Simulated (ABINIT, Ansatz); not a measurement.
**Ba2SrTeO6 (R-3): G0W0 with ABINIT, start to end**

Aim: the G0W0 gap of Ba2SrTeO6 (R-3) on LDA, step by step.

Calculated with ABINIT 10.8.3; LDA and many-body steps on it, plane waves.

## 1. Starting point

The structure is trigonal, space group R-3 (No. 148). Conventional cell: a = 6.189 Å, b = 6.189 Å, c = 14.900 Å, α = 90.00°, β = 90.00°, γ = 120.00°. Nearest to Ba lie 12 O at 2.79 to 3.42 Å. Nearest to Sr lie 6 O at 2.44 Å. Te has 6 O at 1.96 Å nearest. Nearest to O lie 1 Te at 1.96 Å and 1 Sr at 2.44 Å and 4 Ba at 2.79 to 3.42 Å. Farther neighbours and most contacts between anions are not listed.

The cell and positions are those that the Materials Project relaxed with its own functionals (PBE, PBE+U or r2SCAN), kept fixed. Spin-orbit coupling is left out unless a step names it.

## 2. Ground state

This step: ABINIT 10.8.3; DFT, LDA, plane waves, norm-conserving pseudopotentials.

The ground-state density comes first.

run.abi reads:

```
acell 3*1.0 Angstrom
rprim 
  3.094471017325 1.786593674874 4.966610984592
  -3.094471017325 1.786593674874 4.966610984592
  0.000000000000 -3.573187349682 4.966610984616
ntypat 4
znucl 56 38 52 8
natom 10
typat 1 1 2 3 4 4 4 4 4 4
xred 
  0.252060000000 0.252060000000 0.252060000000
  0.747940000000 0.747940000000 0.747940000000
  0.000000000000 0.000000000000 0.000000000000
  0.500000000000 0.500000000000 0.500000000000
  0.328441000000 0.717506000000 0.226340000000
  0.717506000000 0.226340000000 0.328441000000
  0.226340000000 0.328441000000 0.717506000000
  0.671559000000 0.282494000000 0.773660000000
  0.773660000000 0.671559000000 0.282494000000
  0.282494000000 0.773660000000 0.671559000000
pp_dirpath "pseudos"
pseudos "Ba.upf, Sr.upf, Te.upf, O.upf"
ecut 42
ngkpt 4 4 4
nshiftk 1
shiftk 0 0 0
kptopt 1
chksymbreak 0
nband 54
occopt 1
tolvrs 1e-10
nstep 60
prtwf 0
optforces 0
optstress 0
indata_prefix "in"
outdata_prefix "out"
tmpdata_prefix "tmp"
```

Launch:

```bash
OMP_NUM_THREADS=1 mpirun -n 4 abinit run.abi > log
```

Numbers of over 12 decimals in the logs are rounded to 6 here.

The program printed:

```text
.Version 10.8.3 of ABINIT. v10.8.2 released Aug 2026.

 Symmetries : space group R-3 (#148); Bravais hR (rhombohedral)
================================================================================
 Values of the parameters that define the memory need of the present run
     intxc =       0    ionmov =       0      iscf =       7    lmnmax =       6
     lnmax =       6     mgfft =      72  mpssoang =       3    mqgrid =    3001
     natom =      10  nloc_mem =       1    nspden =       1   nspinor =       1
    nsppol =       1      nsym =       6    n1xccc =    2501    ntypat =       4
    occopt =       1   xclevel =       1
-    mband =          54        mffmem =           1         mkmem =           4
       mpw =       14469          nfft =      373248          nkpt =          14
================================================================================
  Rough estimation (10% accuracy) of disk space for files :
================================================================================

--------------------------------------------------------------------------------
------------- Echo of variables that govern the present computation ------------
--------------------------------------------------------------------------------
 -outvars: echo values of preprocessed input variables --------
            acell      1.8897261259E+00  1.8897261259E+00  1.8897261259E+00 Bohr

      chksymbreak           0
             ecut      4.20000000E+01 Hartree
-          fftalg         312

              ixc       -1012
              kpt      0.00000000E+00  0.00000000E+00  0.00000000E+00
                       2.50000000E-01  0.00000000E+00  0.00000000E+00
                       5.00000000E-01  0.00000000E+00  0.00000000E+00
                       2.50000000E-01  2.50000000E-01  0.00000000E+00
                       5.00000000E-01  2.50000000E-01  0.00000000E+00
                      -2.50000000E-01  2.50000000E-01  0.00000000E+00
                       2.50000000E-01  5.00000000E-01  0.00000000E+00
                       5.00000000E-01  5.00000000E-01  0.00000000E+00
                       2.50000000E-01  2.50000000E-01  2.50000000E-01
                       5.00000000E-01  2.50000000E-01  2.50000000E-01
                      -2.50000000E-01  2.50000000E-01  2.50000000E-01
[...]
kptrlatt        4    0    0      0    4    0      0    0    4
          kptrlen      4.62484470E+01
P           mkmem           4
            natom          10
            nband          54
            ngfft          72      72      72
             nkpt          14
            nstep          60
             nsym           6
           ntypat           4
              occ      2.000000  2.000000  2.000000  2.000000  2.000000  2.000000
                       2.000000  2.000000  2.000000  2.000000  2.000000  2.000000
                       2.000000  2.000000  2.000000  2.000000  2.000000  2.000000
                       2.000000  2.000000  2.000000  2.000000  2.000000  2.000000
                       2.000000  2.000000  2.000000  2.000000  2.000000  2.000000
                       2.000000  2.000000  2.000000  2.000000  2.000000  2.000000
                       2.000000  2.000000  2.000000  2.000000  2.000000  2.000000
                       2.000000  2.000000  2.000000  0.000000  0.000000  0.000000
                       0.000000  0.000000  0.000000  0.000000  0.000000  0.000000
        optforces           0
        optstress           0
            prtwf           0
            rprim      3.0944710173E+00  1.7865936749E+00  4.9666109846E+00
[...]
spgroup         148

           tolvrs      1.00000000E-10

             xred      2.5206000000E-01  2.5206000000E-01  2.5206000000E-01
[...]
znucl       56.00000   38.00000   52.00000    8.00000

================================================================================

 chkinp: Checking input parameters for consistency.

================================================================================
== DATASET  1 ==================================================================
-   mpi_nproc: 4, omp_nthreads: 1 (-1 if OMP is not activated)

--- !DatasetInfo
iteration_state: {dtset: 1, }
dimensions: {natom: 10, nkpt: 14, mband: 54, nsppol: 1, nspinor: 1, nspden: 1, mpw: 14469, }
cutoff_energies: {ecut:  42.0, pawecutdg:  -1.0, }
electrons: {nelect:   9.00000000E+01, charge:   0.00000000E+00, occopt:   1.00000000E+00, tsmear:   1.00000000E-02, }

 Real(R)+Recip(G) space primitive vectors, cartesian coordinates (Bohr,Bohr^-1):
 R(1)=  5.8477027  3.3761727  9.3855345  G(1)=  0.0855037  0.0493656  0.0355156
 R(2)= -5.8477027  3.3761727  9.3855345  G(2)= -0.0855037  0.0493656  0.0355156
 R(3)=  0.0000000 -6.7523455  9.3855345  G(3)=  0.0000000 -0.0987311  0.0355156
 Unit cell volume ucvol=  1.1117835E+03 bohr^3
 Angles (23,13,12)=  6.07641957E+01  6.07641957E+01  6.07641957E+01 degrees

 getcut: wavevector=  0.0000  0.0000  0.0000  ngfft=  72  72  72
         ecut(hartree)=     42.000   => boxcut(ratio)=   2.13483

--- Pseudopotential description ------------------------------------------------
- Ba Generated using ONCVPSP code by D. R. Hamann
- 56.00000  10.00000  180309                  znucl, zion, pspdat
12 -1012 2 -1 1912                            pspcod,pspxc,lmax,lloc,mmax
[...]
nproj     2     2     1
  pspatm : epsatm=    6.24525921
         --- l  ekb(1:nproj) -->
[...]
2   -1.033686
 pspatm: atomic psp has been read  and splines computed

   1.17904761E+04                                ecore*ucvol(ha*bohr**3)
--------------------------------------------------------------------------------

_setup2: Arith. and geom. avg. npw (full set) are   14456.547   14456.541

================================================================================

--- !BeginCycle
iteration_state: {dtset: 1, }
solver: {iscf: 7, nstep: 60, nline: 4, wfoptalg: 0, }
tolerances: {tolvrs: 1.00E-10, }

     iter   Etot(hartree)      deltaE(h)  residm     vres2
 ETOT  1  -469.97621081679    -4.700E+02 2.523E-01 4.361E+03
 ETOT  2  -470.34313921692    -3.669E-01 1.942E-02 3.721E+03
 ETOT  3  -471.07681680939    -7.337E-01 1.002E-02 2.769E+02
 ETOT  4  -471.11640968374    -3.959E-02 4.124E-03 2.074E+01
 ETOT  5  -471.11790183494    -1.492E-03 1.507E-03 1.850E+00
 ETOT  6  -471.11816192338    -2.601E-04 7.836E-04 7.429E-02
 ETOT  7  -471.11816551933    -3.596E-06 4.153E-04 5.961E-03
 ETOT  8  -471.11816589752    -3.782E-07 1.210E-04 3.559E-04
 ETOT  9  -471.11816591280    -1.528E-08 1.382E-04 8.629E-06
 ETOT 10  -471.11816591320    -3.997E-10 6.891E-05 1.199E-07
 ETOT 11  -471.11816591320     3.240E-12 7.669E-05 1.531E-09
 ETOT 12  -471.11816591319     2.331E-12 3.905E-05 8.389E-11

 At SCF step   12       vres2   =  8.39E-11 < tolvrs=  1.00E-10 =>converged.

--- !ResultsGS
iteration_state: {dtset: 1, }
comment   : Summary of ground state results
lattice_vectors:
- [  5.8477027,   3.3761727,   9.3855345, ]
- [ -5.8477027,   3.3761727,   9.3855345, ]
- [  0.0000000,  -6.7523455,   9.3855345, ]
lattice_lengths: [  11.56211,   11.56211,   11.56211, ]
lattice_angles: [ 60.764,  60.764,  60.764, ] # degrees, (23, 13, 12)
lattice_volume:   1.1117835E+03
convergence: {deltae:  2.331E-12, res2:  8.389E-11, residm:  3.905E-05, diffor:  0.000E+00, }
etotal    :  -4.71118166E+02
entropy   :   0.00000000E+00
fermie    :   1.86600941E-01
cartesian_stress_tensor: null
pressure_GPa: null
xred      :
- [  2.5206E-01,   2.5206E-01,   2.5206E-01, Ba]
- [  7.4794E-01,   7.4794E-01,   7.4794E-01, Ba]
- [  0.0000E+00,   0.0000E+00,   0.0000E+00, Sr]
- [  5.0000E-01,   5.0000E-01,   5.0000E-01, Te]
- [  3.2844E-01,   7.1751E-01,   2.2634E-01,  O]
- [  7.1751E-01,   2.2634E-01,   3.2844E-01,  O]
- [  2.2634E-01,   3.2844E-01,   7.1751E-01,  O]
- [  6.7156E-01,   2.8249E-01,   7.7366E-01,  O]
- [  7.7366E-01,   6.7156E-01,   2.8249E-01,  O]
- [  2.8249E-01,   7.7366E-01,   6.7156E-01,  O]
cartesian_forces: null
force_length_stats: {min: null, max: null, mean: null, }

 Integrated electronic density in atomic spheres:
 ------------------------------------------------
 Atom  Sphere_radius  Integrated_density
[...]
================================================================================

 ----iterations are completed or convergence reached----

 Mean square residual over all n,k,spin=   22.955E-08; max=  39.053E-06
 reduced coordinates (array xred) for   10 atoms
[...]
0.717506000000      0.226340000000      0.328441000000
       0.226340000000      0.328441000000      0.717506000000
       0.671559000000      0.282494000000      0.773660000000
       0.773660000000      0.671559000000      0.282494000000
       0.282494000000      0.773660000000      0.671559000000
 rms dE/dt=  0.0000E+00; max dE/dt=  0.0000E+00; dE/dt below (all hartree)
    1       0.000000000000      0.000000000000      0.000000000000
    2       0.000000000000      0.000000000000      0.000000000000
    3       0.000000000000      0.000000000000      0.000000000000
    4       0.000000000000      0.000000000000      0.000000000000
    5       0.000000000000      0.000000000000      0.000000000000
    6       0.000000000000      0.000000000000      0.000000000000
    7       0.000000000000      0.000000000000      0.000000000000
    8       0.000000000000      0.000000000000      0.000000000000
    9       0.000000000000      0.000000000000      0.000000000000
   10       0.000000000000      0.000000000000      0.000000000000

 cartesian coordinates (angstrom) at end:
[...]
6      1.519899     0.512688     6.318955
    7     -0.315949    -1.572615     6.318955
    8      1.203950    -1.059927     8.580878
    9      0.315949     1.572615     8.580878
   10     -1.519899    -0.512688     8.580878
 length scales=  1.889726125908  1.889726125908  1.889726125908 bohr
              =  1.000000000000  1.000000000000  1.000000000000 angstroms
 prteigrs : about to open file out_EIG
 Fermi (or HOMO) energy (hartree) =   0.18660   Average Vxc (hartree)=  -0.40051
 Eigenvalues (hartree) for nkpt=  14  k points:
 kpt#   1, nband= 54, wtk=  0.01563, kpt=  0.0000  0.0000  0.0000 (reduced coord)
  -5.67175   -3.84127   -3.84110   -3.84110   -1.18007   -1.18007   -1.17697   -1.17674
  -1.17674   -0.98338   -0.74589   -0.74277   -0.48492   -0.42072   -0.42072   -0.41879
  -0.37786   -0.37786   -0.32138   -0.31975   -0.31975   -0.20949   -0.20609   -0.20609
  -0.19562   -0.19511   -0.19511   -0.13566    0.03424    0.03568    0.03568    0.11040
   0.11040    0.11434    0.12000    0.12000    0.15344    0.15563    0.15563    0.16206
   0.16206    0.16349    0.18167    0.18167    0.18184    0.29461    0.36850    0.36850
   0.38832    0.39256    0.39589    0.39589    0.40719    0.40719
 prteigrs : prtvol=0 or 1, do not print more k-points.

--- !EnergyTerms
iteration_state     : {dtset: 1, }
comment             : Components of total free energy in Hartree
kinetic             :  1.84260027147361E+02
hartree             :  1.66875589333878E+02
xc                  : -8.32664362791115E+01
Ewald energy        : -2.49113921177102E+02
psp_core            :  1.06050112958833E+01
local_psp           : -4.80072046206966E+02
non_local_psp       : -2.04063900271359E+01
total_energy        : -4.71118165913193E+02
total_energy_eV     : -1.28197783801621E+04
band_energy         : -5.65569241022620E+01

== END DATASET(S) ==============================================================
================================================================================

 -outvars: echo values of variables after computation  --------
           etotal     -4.7111816591E+02
            nband          54
             nkpt          14
          spgroup         148
 [... the other variables as echoed above ...]

 Calculation completed.
```

Elapsed: 7.8 min, on 4 MPI ranks of Intel Xeon Platinum 8259CL at 2.50GHz (Skylake/Cascade Lake), shared host; peak memory 0.8 GiB.

Numbers from this step:

| Property | Result |
| --- | --- |
| total energy | -12819.7784 eV |
| gap | 2.939 eV |
| k of the valence top | 0.5, 0.5, 0 |
| k of the conduction bottom | 0, 0, 0 |
| least direct gap | 3.069 eV |

The gap is indirect, with the least direct gap 0.13 eV higher.

(Continued in part 2 of 3.)

[Paths, hosts, dates, memory and timing lines, banners, echoed tables and standing remarks are left out of the program output.]

[Logs are printed without paths, hosts, clocks, repeated set-up lines and the standing remarks that a program may print on its own settings, such as how far it seeks lower states.]

[Runs of the session that timed out or met a known fault of the program may be left out.]

[Hosts, paths, dates, database ids (printed as entryN), source tags and the programs' standing remarks are cut or masked in the printed files.]

[G0W0 gaps are taken among the corrected bands and points alone; a level outside them can change the order at an edge.]

[Where Ansatz stands beside ABINIT at settings called matched, ABINIT's density can come from a denser mesh and the files from another edition; pairs whose starting gaps differed by over 0.03 eV were left out, so agreement reads better than it is.]
